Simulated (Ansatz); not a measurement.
# Ir wire along [111], 19 atoms a period: bands along the axis, part 2 of 2

What gap, if any, does the Ir wire along [111], 19 atoms a period have, and how many channels would it open?

Ansatz 0.2.0; DFT PBE, plane waves, PAW; relaxation of a wire's period; PAW set soft_1 (the session's first sound run).

So far: The structure; Relaxing the period.

## Step 2: Relaxing the period (continued)

Step by step:

```
step  energy less that of the first step (eV)  largest force component (eV/Å)  pressure (GPa)  volume (Å³)
   1                                   0.0000                          2.9199           -6.31      1079.33
   2                                  -3.7765                          0.5863            0.22      1048.05
   3                                  -3.9410                          0.2455            0.04      1047.44
   4                                  -3.9945                          0.2657            0.11      1044.68
   5                                  -4.0275                          0.1043            0.11      1042.25
   6                                  -4.0484                          0.0987           -0.01      1045.14
   7                                  -4.0201                          0.2810            0.16      1047.97
   8                                  -4.0554                          0.1112           -0.08      1047.27
   9                                  -4.0551                          0.0893           -0.10      1047.61
  10                                  -4.0581                          0.0310            0.07      1046.89
  11                                  -4.0583                          0.0142           -0.01      1047.27
 12*                                  -4.0528                          0.0141           -0.01      1047.27
```

Relaxation steps marked * repeat the geometry before them on a plane-wave basis chosen anew for their cell, so energy and pressure can jump there. Relaxation steps 7, 9 were tried and not accepted.

Forces are held to the 4 operations that the run works with; a distortion that breaks them can't arise in this run.

```
cell as run  before  after  change
      c (Å)   6.703  6.504  -3.0 %
```

The atoms that moved most (Å, along periodic axes as changes of fractional coordinates times the final cell, across vacuum about the mean position):

```
atom      dx      dy      dz  length
Ir13   0.000  -0.257  -0.043   0.260
 Ir7   0.000   0.257   0.043   0.260
Ir12  -0.221   0.128  -0.043   0.259
Ir15   0.221   0.128  -0.043   0.259
 Ir6  -0.221  -0.128   0.043   0.259
 Ir9   0.221  -0.128   0.043   0.259
Ir10  -0.163  -0.095  -0.064   0.199
 Ir5   0.163  -0.095  -0.064   0.199
```

This step gave:

```yaml
energy_at_zero_smearing: -226771.6905 eV
cell_length_along_the_wire: 6.504 Å
```

The cell's length comes to 6.504 Å with spin left out.

## Step 3: Bands of the perfect wire

This step: DFT PBE, plane waves, PAW; bands of a perfect wire; PAW set soft_1 (Ansatz 0.2.0).

At the relaxed period the bands are computed along the axis; those that cross an energy going forward count the channels that a perfect wire would open there.

input.yaml reads:

```yaml
crystal:
  lattice:
    - [12.273, 0.0, 0.0]
    - [0.0, 13.12, 0.0]
    - [0.0, 0.0, 6.5039114525]
  atoms:
    - { symbol: Ir, position: [0.287270298, 0.49998794, 0.0] }
    - { symbol: Ir, position: [0.393625752, 0.672305982, 3.4249e-05] }
    - { symbol: Ir, position: [0.5, 0.49998794, 0.0] }
    - { symbol: Ir, position: [0.606374248, 0.672305982, 3.4249e-05] }
    - { symbol: Ir, position: [0.290278363, 0.613185911, 0.323461887] }
    - { symbol: Ir, position: [0.370503693, 0.43005517, 0.339901564] }
    - { symbol: Ir, position: [0.5, 0.63997665, 0.339951538] }
    - { symbol: Ir, position: [0.5, 0.273468906, 0.32351546] }
    - { symbol: Ir, position: [0.629496307, 0.43005517, 0.339901564] }
    - { symbol: Ir, position: [0.709721637, 0.613185911, 0.323461887] }
    - { symbol: Ir, position: [0.290278363, 0.386789968, 0.676538113] }
    - { symbol: Ir, position: [0.370503693, 0.569920709, 0.660098436] }
    - { symbol: Ir, position: [0.5, 0.359999229, 0.660048462] }
    - { symbol: Ir, position: [0.5, 0.726506974, 0.67648454] }
    - { symbol: Ir, position: [0.629496307, 0.569920709, 0.660098436] }
    - { symbol: Ir, position: [0.709721637, 0.386789968, 0.676538113] }
    - { symbol: Ir, position: [0.393625752, 0.327669898, 0.999965751] }
    - { symbol: Ir, position: [0.606374248, 0.327669898, 0.999965751] }
    - { symbol: Ir, position: [0.712729702, 0.49998794, 0.0] }
kpoints:
  mp_grid: { grid: [1, 1, 13] }
  band_path: { path: ["Γ", Z], npoints: 90 }
scf:
  occupations: { method: fermi_dirac, width: 0.05 }
hamiltonian:
  xc: pbe
  pseudopotentials: { kind: paw, azcp: { folder: soft_1 } }
output:
  dos: { e_range: [-5, 4] }
  write_potential: true
  write_density: true
  volumetric_format: npy
```

Run with:

```console
$ ansatz run input.yaml --threads 4 --pin off --max-ram 16384MiB --backend cpu --events-out ev --progress --plain --runs-dir out
```

Numbers of over 12 decimals in the logs are rounded to 6 here.

Log:

```text
[...]
Crystal: 19 atoms, lattice volume = 1047.271 Å³
Basis set: ecut = 420 eV, 20419 PW (Γ)
Bands: 194, of which v1, the nominal top of the filled ones, is band 162 counted from 1 (161 counted from 0)
Symmetry: 4 space group operations
[...]
k-points: 7 of 13
[...]
SCF iter   1: F=—  HF=-226777.393660 eV  |F-HF|=—  |Δ(HF+E_count)|=         —  Δρ=3.31e-2  dr2=2.85e1  ethr=3.10e-3  ⟨swp⟩=7.9  Hψ=5836  notcnv=0  defer=27
[...]
SCF iter  11: F=-226771.804383 eV  HF=-226771.804383 eV  |F-HF|=8.29e-9  |Δ(HF+E_count)|=   7.34e-8  Δρ=1.04e-6  dr2=1.50e-8  ethr=3.10e-11  ⟨swp⟩=13.7  Hψ=4371  notcnv=0
SCF 1 converged in 11 iterations: F = -226771.804383 eV  dr2 = 1.50e-8
[...]
NSCF: frozen V_eff on 91 k-points
WARN: The output density's exchange-correlation potential varies sharply where the density is thin. Do not read a vacuum level from v_tot or v_xc, or from such a field of the output density. On a cell that repeats whose density bears no net charge and no dipole along the vacuum's axis use v_es (v_loc + v_h of the components); under efield.dipole_correction with no amplitude use v_es + v_field, which holds any externa [...]
SCF converged after 11 iterations
Free energy (F): -226771.804383 eV
[...]
Internal energy: -226771.573079 eV  (E = F + TS)
E sigma→0 (E₀):  -226771.688731 eV
Entropy (-TS):   -0.231304 eV (-12.174 meV/atom)
Fermi energy:    2.965838 eV
[...]
--- Band table (eV; the first three rows and the last of 7) ---
  k-point 0: bands = [... 158 lower, 2.7609, 2.8579, 2.8652, 2.8677, 3.1674, 3.1868, 3.2097, 3.2194, ... 28 higher]
  k-point 1: bands = [... 158 lower, 2.7699, 2.8299, 2.8417, 2.8507, 3.1496, 3.1667, 3.1799, 3.1869, ... 28 higher]
  k-point 2: bands = [... 158 lower, 2.7872, 2.7969, 2.8123, 2.8214, 3.0942, 3.1000, 3.1570, 3.1989, ... 28 higher]
  k-point 6: bands = [... 158 lower, 2.8228, 2.8963, 2.9017, 3.0802, 3.0901, 3.0980, 3.2630, 3.3578, ... 28 higher]
```

Elapsed: 2.5 min, on 4 threads of Intel Xeon Platinum 8488C (Sapphire Rapids), shared host; peak memory 9.2 GiB; 9.8 min of CPU time.

This step gave:

| Item | Value |
| --- | --- |
| energy at zero smearing | -226771.6887 eV |
| band gap | 0 eV |

The electronic bands at the labelled points (eV, zero at the Fermi level; # counts the bands kept):

```
  point    #48    #49    #50    #51    #52   #53   #54   #55
      Γ  -0.21  -0.20  -0.11  -0.10  -0.10  0.20  0.22  0.24
halfway  -0.17  -0.16  -0.14  -0.14   0.01  0.02  0.02  0.27
      Z  -0.15  -0.15  -0.07  -0.07   0.11  0.13  0.14  0.29
```

Between Γ and Z the bands cross the Fermi level 1 times, so a perfect wire would conduct at least 1 G₀, with spin left out.

## Step 4: Outcome

| Property | Result |
| --- | --- |
| cell length, PBE | 6.504 Å |
| ballistic conductance by band crossings, a lower bound, PBE | 1 G₀ |

Under PBE the cell's length is 6.50 Å, and the bands cross the Fermi level 1 times between Γ and Z, which gives a perfect wire at least 1 G₀ (opposite crossings within one step of the path cancel in such a count). No spin was allowed, though thin wires with open d shells can turn magnetic. Spin-orbit coupling is left out, which matters for the bands of heavy atoms.

[Logs are printed without paths, hosts, clocks, repeated set-up lines and the standing remarks that a program may print on its own settings, such as how far it seeks lower states.]

[Hosts, paths, dates, database ids (printed as entryN), source tags and the programs' standing remarks are cut or masked in the printed files.]
